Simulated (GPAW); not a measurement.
**Gap slopes of Diamond (Fd-3m, 2 atoms a cell) from G0W0 (uniaxial strain)**

Does LDA give the same change of gap under uniaxial strain as G0W0? The case is Diamond (Fd-3m, 2 atoms a cell).

Main program and level: GPAW 26.7.0; LDA and many-body steps on it, plane waves.

This is a report of a sequence of runs, with most program output left out.

## 1. Starting point

It takes space group Fd-3m (No. 227, cubic). The conventional cell has a = 3.567 Å, b = 3.567 Å, c = 3.567 Å, α = 90.00°, β = 90.00°, γ = 90.00°. Nearest to C lie 4 C at 1.54 Å.

The cell is from the Crystallography Open Database; fractional positions held.

## 2. Ground state

This step: GPAW 26.7.0; DFT, LDA, plane waves, PAW.

The ground-state density comes first.

Contents of run.py:

```python
import json
import numpy as np
from gpaw.mpi import world
from ase import Atoms
from gpaw import GPAW, PW, FermiDirac

atoms = Atoms(['C', 'C'],
    cell=[[0.0000000000, 1.7833700000, 1.7833700000],
      [1.7833700000, 0.0000000000, 1.7833700000],
      [1.7833700000, 1.7833700000, 0.0000000000]],
    scaled_positions=[[0.0000000000, 0.0000000000, 0.0000000000],
      [0.2500000000, 0.2500000000, 0.2500000000]],
    pbc=(True, True, True))
calc = GPAW(mode=PW(600),
    xc='LDA',
    kpts={'size': (12, 12, 12), 'gamma': True},
    occupations=FermiDirac(0.001),
    nbands=-7,
    convergence={'density': 1e-6, 'bands': -3},
    maxiter=100,
    txt='gs.txt')
atoms.calc = calc
res = {'energy': atoms.get_potential_energy()}
kpts = calc.get_ibz_k_points()
res['kpts'] = kpts
res['eigenvalues'] = [calc.get_eigenvalues(kpt=k) for k in range(len(kpts))]
res['n_electrons'] = calc.get_number_of_electrons()
calc.write('gs.gpw')

if world.rank == 0:
    with open('result.json', 'w') as f:
        json.dump(res, f, default=lambda x: x.tolist())
```

Run with:

```bash
mpirun -n 4 gpaw python run.py
```

The job ended after 4.9 s (4 MPI ranks of Intel Xeon Platinum 8488C (Sapphire Rapids), shared host; peak memory 0.59 GiB; 18 s of CPU time).

Numbers from this step:

| Quantity | Value |
| --- | --- |
| total energy | -20.26 eV |
| gap | 4.126 eV |
| k of the valence top | 0, 0, 0 |
| k of the conduction bottom | 0.3333, 0.3333, 0 |
| least direct gap | 5.548 eV |

The gap is indirect, with the least direct gap 1.42 eV higher.

## 3. Empty states on the mesh, 6×6×6 mesh, 62 bands

The sums over transitions need many empty states on a uniform mesh; this step solves for them.

Contents of run.py:

```python
import json
import numpy as np
from gpaw.mpi import world
from gpaw import GPAW

calc = GPAW('gs.gpw').fixed_density(kpts={'size': (6, 6, 6), 'gamma': True},
    parallel={'domain': 1, 'band': 1},
    txt='nscf.txt')
calc.diagonalize_full_hamiltonian(nbands=62)
calc.write('full.gpw', mode='all')
res = {}
kpts = calc.get_ibz_k_points()
res['kpts'] = kpts
res['eigenvalues'] = [calc.get_eigenvalues(kpt=k) for k in range(len(kpts))]
res['n_electrons'] = calc.get_number_of_electrons()

if world.rank == 0:
    with open('result.json', 'w') as f:
        json.dump(res, f, default=lambda x: x.tolist())
```

Run with:

```bash
mpirun -n 4 gpaw python run.py
```

Wall time 4.2 s (4 MPI ranks); peak memory 0.66 GiB; 15 s of CPU time.

This step gave:

```
gap                                                           : 4.126 eV
k of the valence top                                          : 0, 0, 0
k of the conduction bottom                                    : 0.3333, 0.3333, 0
least direct gap                                              : 5.548 eV
k points computed                                             : 16
lowest point of the top converged band, above the valence top : 146.3010 eV
```

On this mesh the gap is 4.126 eV.

## 4. G0W0, strain +0 %

Now the one-shot GW correction: screening in the RPA, then the self-energy of the levels asked for.

This step: G0W0 on LDA, plane waves, PAW.

Contents of run.py:

```python
import json
import numpy as np
from gpaw.mpi import world
from gpaw.response.g0w0 import G0W0

gw = G0W0('full.gpw',
    filename='gw',
    kpts=[0, 5],
    bands=(2, 6),
    ecut=np.float64(160.0),
    integrate_gamma='WS',
    ppa=True,
    ecut_extrapolation=True)
gw.calculate()
res = {mode: {k: v for k, v in r.items() if k != 'sigma_eskwn'}
       for mode, r in gw.all_results.items()}

if world.rank == 0:
    with open('result.json', 'w') as f:
        json.dump(res, f, default=lambda x: x.tolist())
```

Run with:

```bash
mpirun -n 4 gpaw python run.py
```

Elapsed: 25 s, on 4 MPI ranks; peak memory 0.83 GiB.

Numbers from this step:

* quasiparticle gap on the points computed: 5.555 eV
* least direct quasiparticle gap on the computed points: 7.363 eV
* Z at the valence top: 0.8267
* Z at the conduction bottom: 0.8379
* starting gap on the mesh: 4.126 eV
* k of the valence top: 0, 0, 0
* k of the conduction bottom: 0.3333, 0.3333, 0
* gaps at the cutoffs of the extrapolation: 5.383, 5.396, 5.418 eV

The gap on the mesh goes from 4.13 eV to 5.55 eV, a correction of +1.43 eV.

## 5. One-shot HSE06, strain +0 %

This step: one-shot HSE06 levels on LDA orbitals, plane waves, PAW.

Contents of run.py:

```python
import json
import numpy as np
from gpaw.mpi import world
from gpaw.hybrids.eigenvalues import non_self_consistent_eigenvalues

dft, vxc, vxc_hyb = non_self_consistent_eigenvalues('full.gpw', 'HSE06', 2, 6, kpt_indices=[0, 5])
res = {'dft': dft[0], 'hybrid': (dft - vxc + vxc_hyb)[0]}
if world.rank == 0:
    with open('hybrid.txt', 'w') as f:
        for k, e0, e1 in zip([0, 5], res['dft'], res['hybrid']):
            print(k, ' '.join(f'{x:9.4f}' for x in e0), '|', ' '.join(f'{x:9.4f}' for x in e1), file=f)

if world.rank == 0:
    with open('result.json', 'w') as f:
        json.dump(res, f, default=lambda x: x.tolist())
```

Run with:

```bash
mpirun -n 4 gpaw python run.py
```

Elapsed: 4.8 s, on 4 MPI ranks; peak memory 0.62 GiB.

Numbers from this step:

```yaml
starting_gap_on_the_mesh: 4.126 eV
hybrid_gap_on_the_mesh: 5.342 eV
least_direct_hybrid_gap_on_the_computed_points: 6.962 eV
```

## 6. G0W0, strain -1 %

This step: G0W0 on LDA, plane waves, PAW.

The cell differs from the one that the last finished run ended in (a 2.522 → 2.509 Å, b 2.522 → 2.509 Å, γ 60.0 → 60.3°).

Contents of run.py:

```python
import json
import numpy as np
from gpaw.mpi import world
from gpaw.response.g0w0 import G0W0

gw = G0W0('full.gpw',
    filename='gw',
    kpts=[0, 13],
    bands=(2, 6),
    ecut=np.float64(161.076),
    integrate_gamma='WS',
    ppa=True,
    ecut_extrapolation=True)
gw.calculate()
res = {mode: {k: v for k, v in r.items() if k != 'sigma_eskwn'}
       for mode, r in gw.all_results.items()}

if world.rank == 0:
    with open('result.json', 'w') as f:
        json.dump(res, f, default=lambda x: x.tolist())
```

Run with:

```bash
mpirun -n 4 gpaw python run.py
```

Run time: 42 s. Hardware: 4 MPI ranks; peak memory 0.77 GiB; 2.7 min of CPU time.

This step gave:

```
quasiparticle gap on the points computed              : 5.327 eV
least direct quasiparticle gap on the computed points : 7.221 eV
starting gap on the mesh                              : 3.895 eV
k of the valence top                                  : 0, 0, 0
k of the conduction bottom                            : 0.3333, 0.3333, 0
gaps at the cutoffs of the extrapolation              : 5.148, 5.164, 5.184 eV
```

The gap on the mesh goes from 3.90 eV to 5.33 eV, a correction of +1.43 eV.

Ground state, empty states and screening of this cell were made anew, as for the first cell; those steps are not shown. Ions: fractional positions held.

## 7. One-shot HSE06, strain -1 %

This step: one-shot HSE06 levels on LDA orbitals, plane waves, PAW.

Contents of run.py:

```python
import json
import numpy as np
from gpaw.mpi import world
from gpaw.hybrids.eigenvalues import non_self_consistent_eigenvalues

dft, vxc, vxc_hyb = non_self_consistent_eigenvalues('full.gpw', 'HSE06', 2, 6, kpt_indices=[0, 13])
res = {'dft': dft[0], 'hybrid': (dft - vxc + vxc_hyb)[0]}
if world.rank == 0:
    with open('hybrid.txt', 'w') as f:
        for k, e0, e1 in zip([0, 13], res['dft'], res['hybrid']):
            print(k, ' '.join(f'{x:9.4f}' for x in e0), '|', ' '.join(f'{x:9.4f}' for x in e1), file=f)

if world.rank == 0:
    with open('result.json', 'w') as f:
        json.dump(res, f, default=lambda x: x.tolist())
```

Run with:

```bash
mpirun -n 4 gpaw python run.py
```

It took 3.5 s on 4 MPI ranks; peak memory 0.45 GiB; 13 s of CPU time.

Numbers from this step:

```yaml
starting_gap_on_the_mesh: 3.895 eV
hybrid_gap_on_the_mesh: 5.101 eV
least_direct_hybrid_gap_on_the_computed_points: 6.801 eV
```

## 8. G0W0, strain +1 %

This step: G0W0 on LDA, plane waves, PAW.

The cell differs from the one that the last finished run ended in (a 2.509 → 2.535 Å, b 2.509 → 2.535 Å, α 59.8 → 60.2°, β 59.8 → 60.2°, γ 60.3 → 59.7°).

Contents of run.py:

```python
import json
import numpy as np
from gpaw.mpi import world
from gpaw.response.g0w0 import G0W0

gw = G0W0('full.gpw',
    filename='gw',
    kpts=[0, 8],
    bands=(2, 6),
    ecut=np.float64(158.942),
    integrate_gamma='WS',
    ppa=True,
    ecut_extrapolation=True)
gw.calculate()
res = {mode: {k: v for k, v in r.items() if k != 'sigma_eskwn'}
       for mode, r in gw.all_results.items()}

if world.rank == 0:
    with open('result.json', 'w') as f:
        json.dump(res, f, default=lambda x: x.tolist())
```

Run with:

```bash
mpirun -n 4 gpaw python run.py
```

Elapsed: 37 s, on 4 MPI ranks; peak memory 0.85 GiB; 2.4 min of CPU time.

Numbers from this step:

```
quasiparticle gap on the points computed              : 5.412 eV
least direct quasiparticle gap on the computed points : 7.252 eV
starting gap on the mesh                              : 3.976 eV
k of the valence top                                  : 0, 0, 0
k of the conduction bottom                            : 0.3333, 0, 0.3333
gaps at the cutoffs of the extrapolation              : 5.224, 5.241, 5.262 eV
```

The gap on the mesh goes from 3.98 eV to 5.41 eV, a correction of +1.44 eV.

Again on this cell's own states.

## 9. One-shot HSE06, strain +1 %

This step: one-shot HSE06 levels on LDA orbitals, plane waves, PAW.

Contents of run.py:

```python
import json
import numpy as np
from gpaw.mpi import world
from gpaw.hybrids.eigenvalues import non_self_consistent_eigenvalues

dft, vxc, vxc_hyb = non_self_consistent_eigenvalues('full.gpw', 'HSE06', 2, 6, kpt_indices=[0, 8])
res = {'dft': dft[0], 'hybrid': (dft - vxc + vxc_hyb)[0]}
if world.rank == 0:
    with open('hybrid.txt', 'w') as f:
        for k, e0, e1 in zip([0, 8], res['dft'], res['hybrid']):
            print(k, ' '.join(f'{x:9.4f}' for x in e0), '|', ' '.join(f'{x:9.4f}' for x in e1), file=f)

if world.rank == 0:
    with open('result.json', 'w') as f:
        json.dump(res, f, default=lambda x: x.tolist())
```

Run with:

```bash
mpirun -n 4 gpaw python run.py
```

The job ended after 3.3 s (4 MPI ranks; peak memory 0.47 GiB).

This step gave:

```yaml
starting_gap_on_the_mesh: 3.976 eV
hybrid_gap_on_the_mesh: 5.184 eV
least_direct_hybrid_gap_on_the_computed_points: 6.837 eV
```

## 10. G0W0, strain -2 %

This step: G0W0 on LDA, plane waves, PAW.

The cell differs from the one that the last finished run ended in (a 2.535 → 2.497 Å, b 2.535 → 2.497 Å, α 60.2 → 59.7°, β 60.2 → 59.7°, γ 59.7 → 60.7°).

Contents of run.py:

```python
import json
import numpy as np
from gpaw.mpi import world
from gpaw.response.g0w0 import G0W0

gw = G0W0('full.gpw',
    filename='gw',
    kpts=[0, 13],
    bands=(2, 6),
    ecut=np.float64(162.17),
    integrate_gamma='WS',
    ppa=True,
    ecut_extrapolation=True)
gw.calculate()
res = {mode: {k: v for k, v in r.items() if k != 'sigma_eskwn'}
       for mode, r in gw.all_results.items()}

if world.rank == 0:
    with open('result.json', 'w') as f:
        json.dump(res, f, default=lambda x: x.tolist())
```

Run with:

```bash
mpirun -n 4 gpaw python run.py
```

Run time: 36 s. Hardware: 4 MPI ranks; peak memory 0.77 GiB; 2.4 min of CPU time.

This step gave:

* quasiparticle gap on the points computed: 5.097 eV
* least direct quasiparticle gap on the computed points: 7.077 eV
* starting gap on the mesh: 3.662 eV
* k of the valence top: 0, 0, 0
* k of the conduction bottom: 0.3333, 0.3333, 0
* gaps at the cutoffs of the extrapolation: 4.910, 4.927, 4.948 eV

The gap on the mesh goes from 3.66 eV to 5.10 eV, a correction of +1.44 eV.

Again on this cell's own states.

## 11. One-shot HSE06, strain -2 %

This step: one-shot HSE06 levels on LDA orbitals, plane waves, PAW.

Contents of run.py:

```python
import json
import numpy as np
from gpaw.mpi import world
from gpaw.hybrids.eigenvalues import non_self_consistent_eigenvalues

dft, vxc, vxc_hyb = non_self_consistent_eigenvalues('full.gpw', 'HSE06', 2, 6, kpt_indices=[0, 13])
res = {'dft': dft[0], 'hybrid': (dft - vxc + vxc_hyb)[0]}
if world.rank == 0:
    with open('hybrid.txt', 'w') as f:
        for k, e0, e1 in zip([0, 13], res['dft'], res['hybrid']):
            print(k, ' '.join(f'{x:9.4f}' for x in e0), '|', ' '.join(f'{x:9.4f}' for x in e1), file=f)

if world.rank == 0:
    with open('result.json', 'w') as f:
        json.dump(res, f, default=lambda x: x.tolist())
```

Run with:

```bash
mpirun -n 4 gpaw python run.py
```

It took 3.3 s on 4 MPI ranks; peak memory 0.47 GiB; 12 s of CPU time.

This step gave:

| Item | Value |
| --- | --- |
| starting gap on the mesh | 3.662 eV |
| hybrid gap on the mesh | 4.856 eV |
| least direct hybrid gap on the computed points | 6.641 eV |

## 12. G0W0, strain +2 %

This step: G0W0 on LDA, plane waves, PAW.

The cell differs from the one that the last finished run ended in (a 2.497 → 2.547 Å, b 2.497 → 2.547 Å, α 59.7 → 60.3°, β 59.7 → 60.3°, γ 60.7 → 59.3°).

Contents of run.py:

```python
import json
import numpy as np
from gpaw.mpi import world
from gpaw.response.g0w0 import G0W0

gw = G0W0('full.gpw',
    filename='gw',
    kpts=[0, 8],
    bands=(2, 6),
    ecut=np.float64(157.902),
    integrate_gamma='WS',
    ppa=True,
    ecut_extrapolation=True)
gw.calculate()
res = {mode: {k: v for k, v in r.items() if k != 'sigma_eskwn'}
       for mode, r in gw.all_results.items()}

if world.rank == 0:
    with open('result.json', 'w') as f:
        json.dump(res, f, default=lambda x: x.tolist())
```

Run with:

```bash
mpirun -n 4 gpaw python run.py
```

Run time: 37 s. Hardware: 4 MPI ranks; peak memory 0.84 GiB.

Numbers from this step:

```yaml
quasiparticle_gap_on_the_points_computed: 5.259 eV
least_direct_quasiparticle_gap_on_the_computed_points: 7.126 eV
starting_gap_on_the_mesh: 3.830 eV
k_of_the_valence_top: 0, 0, 0
k_of_the_conduction_bottom: 0.3333, 0, 0.3333
gaps_at_the_cutoffs_of_the_extrapolation: 5.071, 5.088, 5.109 eV
```

The gap on the mesh goes from 3.83 eV to 5.26 eV, a correction of +1.43 eV.

Again on this cell's own states.

## 13. One-shot HSE06, strain +2 %

This step: one-shot HSE06 levels on LDA orbitals, plane waves, PAW.

Contents of run.py:

```python
import json
import numpy as np
from gpaw.mpi import world
from gpaw.hybrids.eigenvalues import non_self_consistent_eigenvalues

dft, vxc, vxc_hyb = non_self_consistent_eigenvalues('full.gpw', 'HSE06', 2, 6, kpt_indices=[0, 8])
res = {'dft': dft[0], 'hybrid': (dft - vxc + vxc_hyb)[0]}
if world.rank == 0:
    with open('hybrid.txt', 'w') as f:
        for k, e0, e1 in zip([0, 8], res['dft'], res['hybrid']):
            print(k, ' '.join(f'{x:9.4f}' for x in e0), '|', ' '.join(f'{x:9.4f}' for x in e1), file=f)

if world.rank == 0:
    with open('result.json', 'w') as f:
        json.dump(res, f, default=lambda x: x.tolist())
```

Run with:

```bash
mpirun -n 4 gpaw python run.py
```

Run time: 3.6 s. Hardware: 4 MPI ranks; peak memory 0.43 GiB; 13 s of CPU time.

This step gave:

| Property | Result |
| --- | --- |
| starting gap on the mesh | 3.830 eV |
| hybrid gap on the mesh | 5.030 eV |
| least direct hybrid gap on the computed points | 6.715 eV |

## 14. The series

One mesh (6×6×6), Godby-Needs plasmon pole, bands tied to the cutoff, extrapolated in the cutoff; uniaxial strain per length. Ions: fractional positions held. Fractional positions are the same in all cells.

```
strain (%)  LDA gap (eV)  HSE06 gap (eV)  G0W0 gap (eV)  least direct G0W0 gap (eV)                  G0W0 edges
        -2         3.662           4.856          5.097                       7.077  Γ to (0.333, 0.333, 0.000)
        -1         3.895           5.101          5.327                       7.221  Γ to (0.333, 0.333, 0.000)
        +0         4.126           5.342          5.555                       7.363  Γ to (0.333, 0.333, 0.000)
        +1         3.976           5.184          5.412                       7.252  Γ to (0.333, 0.000, 0.333)
        +2         3.830           5.030          5.259                       7.126  Γ to (0.333, 0.000, 0.333)
```

## 15. What came out

```yaml
slope_under_compression: +232 (LDA), +243 (HSE06) and +229 (G0W0) meV per %
slope_under_tension: −148 (LDA), −156 (HSE06) and −148 (G0W0) meV per %
gw_settings_unstrained_cell: 6×6×6 mesh, screening to 160 eV
known_limits: extrapolated from modest cutoffs; coarse k mesh
```

On the side of compression the slopes of gap against strain are +232 (LDA), +243 (HSE06) and +229 (G0W0) meV per %. On the side of tension the slopes of gap against strain are −148 (LDA), −156 (HSE06) and −148 (G0W0) meV per %. In LDA, HSE06 and G0W0 the slope has one sign under compression and the other under tension, so no single slope holds; the G0W0 gap is widest at +0 %. The G0W0 edges are not at the same points in all cells. Gaps are read on the mesh, so a valley between its points is missed. These stock PAW sets were not made for GW. In the G0W0, extrapolated in the cutoff run levels were corrected at 2 k points alone, so a gap called «on the mesh» is the least over those, and an edge elsewhere would be missed. The program warns of a poor linear fit in the extrapolation of some level, so the extrapolated values are rough. The 6×6×6 mesh is coarse for this cell, which bears on the long-range parts of exchange and screening.

[Paths, hosts, dates, memory and timing lines, banners, echoed tables and standing remarks are left out of the program output.]

[Logs are printed without paths, hosts, clocks, repeated set-up lines and the standing remarks that a program may print on its own settings, such as how far it seeks lower states.]

[Runs of the session that timed out or met a known fault of the program may be left out.]

[Hosts, paths, dates, database ids (printed as entryN), source tags and the programs' standing remarks are cut or masked in the printed files.]
